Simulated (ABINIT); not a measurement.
# TiO2 (Rutile): the gap under biaxial strain, part 2 of 2

Does PBE give the same change of gap under biaxial strain as G0W0? The case is TiO2 (Rutile).

ABINIT 10.8.3; PBE and many-body steps on it, plane waves. Known limits of the many-body steps: not at the basis limit; coarse k mesh.

So far. Step 7 (G0W0, strain +1 %): The gap on the mesh goes from 1.88 eV to 3.36 eV, a correction of +1.47 eV.

**8. G0W0, strain -2 %**

Level of this step: G0W0 on PBE, plane waves, norm-conserving pseudopotentials (ABINIT).

The cell differs from the one that the last finished run ended in (a 4.638 → 4.500 Å, b 4.638 → 4.500 Å).

run.abi reads:

```
acell 3*1.0 Angstrom
rprim 
  4.500356000000 0.000000000000 0.000000000000
  0.000000000000 4.500356000000 0.000000000000
  0.000000000000 0.000000000000 2.957400000000
ntypat 2
znucl 22 8
natom 6
typat 1 1 2 2 2 2
xred 
  -0.000000000000 0.000000000000 0.000000000000
  0.500000000000 0.500000000000 0.500000000000
  0.303298407623 0.303298407623 0.000000000000
  0.196701592377 0.803298407623 0.500000000000
  0.696701592377 0.696701592377 0.000000000000
  0.803298407623 0.196701592377 0.500000000000
pp_dirpath "pseudos"
pseudos "Ti.upf, O.upf"
ecut 38
ngkpt 4 4 4
nshiftk 1
shiftk 0 0 0
kptopt 1
chksymbreak 0
istwfk *1
occopt 1
irdwfk 1
optdriver 4
nband 80
gwcalctyp 0
ecutsigx 38
symsigma 1
nkptgw 1
kptgw 
  0.0000000000 0.0000000000 0.0000000000
bdgw 
  22 26
ecuteps 3.8
irdscr 1
ppmodel 1
indata_prefix "in"
outdata_prefix "out"
tmpdata_prefix "tmp"
```

On the command line:

```sh
$ OMP_NUM_THREADS=1 mpirun -n 4 abinit run.abi > log
```

Numbers of over 12 decimals in the logs are rounded to 6 here.

Log:

```text
.Version 10.8.3 of ABINIT. v10.8.2 released Aug 2026.

 Symmetries : space group P4_2/m n m (#136); Bravais tP (primitive tetrag.)
[... echo of the input left out ...]
== DATASET  1 ==================================================================
-   mpi_nproc: 4, omp_nthreads: 1 (-1 if OMP is not activated)

--- !DatasetInfo
iteration_state: {dtset: 1, }
dimensions: {natom: 6, nkpt: 18, mband: 80, nsppol: 1, nspinor: 1, nspden: 1, mpw: 4540, }
cutoff_energies: {ecut:  38.0, pawecutdg:  -1.0, }
[...]
24   6.205 -20.566 -25.363   5.320   0.770  -0.299 -20.163   0.403   6.608
       25   8.139 -20.103 -12.018  -5.634   0.785  -0.273 -18.178   1.926  10.064
       26   8.455 -19.794 -12.082  -5.390   0.786  -0.272 -17.969   1.825  10.281

== END DATASET(S) ==============================================================
================================================================================

 -outvars: echo values of variables after computation  --------
           etotal      0.0000000000E+00
            nband          80
             nkpt          18
          spgroup         136
 [... the other variables as echoed above ...]

 Calculation completed.
```

The job ended after 5.6 s (4 MPI ranks of Arm Neoverse V1, shared host; peak memory 0.99 GiB).

Numbers from this step:

```
G0W0 gap on the points computed              : 3.456 eV
starting gap on the mesh                     : 1.933 eV
k of the valence top                         : 0, 0, 0
k of the conduction bottom                   : 0, 0, 0
least direct G0W0 gap on the computed points : 3.456 eV
```

The gap on the mesh goes from 1.93 eV to 3.46 eV, a correction of +1.52 eV.

Again on this cell's own states.

**9. G0W0, strain +2 %**

The cell differs from the one that the last finished run ended in (a 4.500 → 4.684 Å, b 4.500 → 4.684 Å).

run.abi reads:

```
acell 3*1.0 Angstrom
rprim 
  4.684044000000 0.000000000000 0.000000000000
  0.000000000000 4.684044000000 0.000000000000
  0.000000000000 0.000000000000 2.957400000000
ntypat 2
znucl 22 8
natom 6
typat 1 1 2 2 2 2
xred 
  0.000000000000 0.000000000000 0.000000000000
  0.500000000000 0.500000000000 0.500000000000
  0.305850117097 0.305850117097 0.000000000000
  0.194149882903 0.805850117097 0.500000000000
  0.694149882903 0.694149882903 0.000000000000
  0.805850117097 0.194149882903 0.500000000000
pp_dirpath "pseudos"
pseudos "Ti.upf, O.upf"
ecut 38
ngkpt 4 4 4
nshiftk 1
shiftk 0 0 0
kptopt 1
chksymbreak 0
istwfk *1
occopt 1
irdwfk 1
optdriver 4
nband 85
gwcalctyp 0
ecutsigx 38
symsigma 1
nkptgw 1
kptgw 
  0.0000000000 0.0000000000 0.0000000000
bdgw 
  22 26
ecuteps 3.8
irdscr 1
ppmodel 1
indata_prefix "in"
outdata_prefix "out"
tmpdata_prefix "tmp"
```

Log:

```text
.Version 10.8.3 of ABINIT. v10.8.2 released Aug 2026.

 Symmetries : space group P4_2/m n m (#136); Bravais tP (primitive tetrag.)
[... echo of the input left out ...]
== DATASET  1 ==================================================================
-   mpi_nproc: 4, omp_nthreads: 1 (-1 if OMP is not activated)

--- !DatasetInfo
iteration_state: {dtset: 1, }
dimensions: {natom: 6, nkpt: 18, mband: 85, nsppol: 1, nspinor: 1, nspden: 1, mpw: 4944, }
cutoff_energies: {ecut:  38.0, pawecutdg:  -1.0, }
[...]
24   5.134 -20.323 -24.833   5.061   0.760  -0.315 -19.904   0.419   5.553
       25   7.027 -20.159 -12.081  -5.669   0.777  -0.288 -18.288   1.871   8.898
       26   7.302 -19.754 -12.060  -5.385   0.779  -0.284 -17.956   1.798   9.100

== END DATASET(S) ==============================================================
================================================================================

 -outvars: echo values of variables after computation  --------
           etotal      0.0000000000E+00
            nband          85
             nkpt          18
          spgroup         136
 [... the other variables as echoed above ...]

 Calculation completed.
```

Elapsed: 6.3 s, on 4 MPI ranks; peak memory 1.3 GiB; 25 s of CPU time.

Numbers from this step:

```
G0W0 gap on the points computed              : 3.345 eV
starting gap on the mesh                     : 1.893 eV
k of the valence top                         : 0, 0, 0
k of the conduction bottom                   : 0, 0, 0
least direct G0W0 gap on the computed points : 3.345 eV
```

The gap on the mesh goes from 1.89 eV to 3.34 eV, a correction of +1.45 eV.

Again on this cell's own states.

**10. The series**

One mesh (4×4×4), Godby-Needs plasmon pole, bands up to a fixed energy, so that their count changes with the cell; biaxial strain per length. The ions were relaxed in each strained cell. The third axis is held. Plane waves in the screening: 145, 145, 145, 145 and 161.

```tsv
strain (%)	PBE gap (eV)	G0W0 gap (eV)	least direct G0W0 gap (eV)	G0W0 edges
-2	1.933	3.456	3.456	Γ to Γ
-1	1.905	3.411	3.411	Γ to Γ
+0	1.888	3.376	3.376	Γ to Γ
+1	1.885	3.358	3.358	Γ to Γ
+2	1.893	3.345	3.345	Γ to Γ
```

**11. Summary of results**

| Property | Result |
| --- | --- |
| slope under compression | −23 (PBE) and −40 (G0W0) meV per % |
| slope under tension | +2 (PBE) and −15 (G0W0) meV per % |
| GW settings, unstrained cell | 4×4×4 mesh, 83 bands, screening to 103.4 eV |
| known limits | not at the basis limit; coarse k mesh |

**Reading.** On the side of compression the slopes of gap against strain are −23 (PBE) and −40 (G0W0) meV per %. On the side of tension the slopes of gap against strain are +2 (PBE) and −15 (G0W0) meV per %. In PBE the slope has one sign under compression and the other under tension, so no single slope holds; the G0W0 gap is widest at -2 %. Gaps are read on the mesh, so a valley between its points is missed. Bands and cutoff are finite, so the gap is not at the basis limit. The miss can reach some tenths of an eV and take either sign; the mesh is an error of its own. In the G0W0 run levels were corrected at 1 k point alone, so a gap called «on the mesh» is the least over those, and an edge elsewhere would be missed. The 4×4×4 mesh is coarse for this cell, which bears on the long-range parts of exchange and screening.

[Paths, hosts, dates, memory and timing lines, banners, echoed tables and standing remarks are left out of the program output.]

[Logs are printed without paths, hosts, clocks, repeated set-up lines and the standing remarks that a program may print on its own settings, such as how far it seeks lower states.]

[Runs of the session that timed out or met a known fault of the program may be left out.]

[Hosts, paths, dates, database ids (printed as entryN), source tags and the programs' standing remarks are cut or masked in the printed files.]

[G0W0 gaps are taken among the corrected bands and points alone; a level outside them can change the order at an edge.]

[Where Ansatz stands beside ABINIT at settings called matched, ABINIT's density can come from a denser mesh and the files from another edition; pairs whose starting gaps differed by over 0.03 eV were left out, so agreement reads better than it is.]
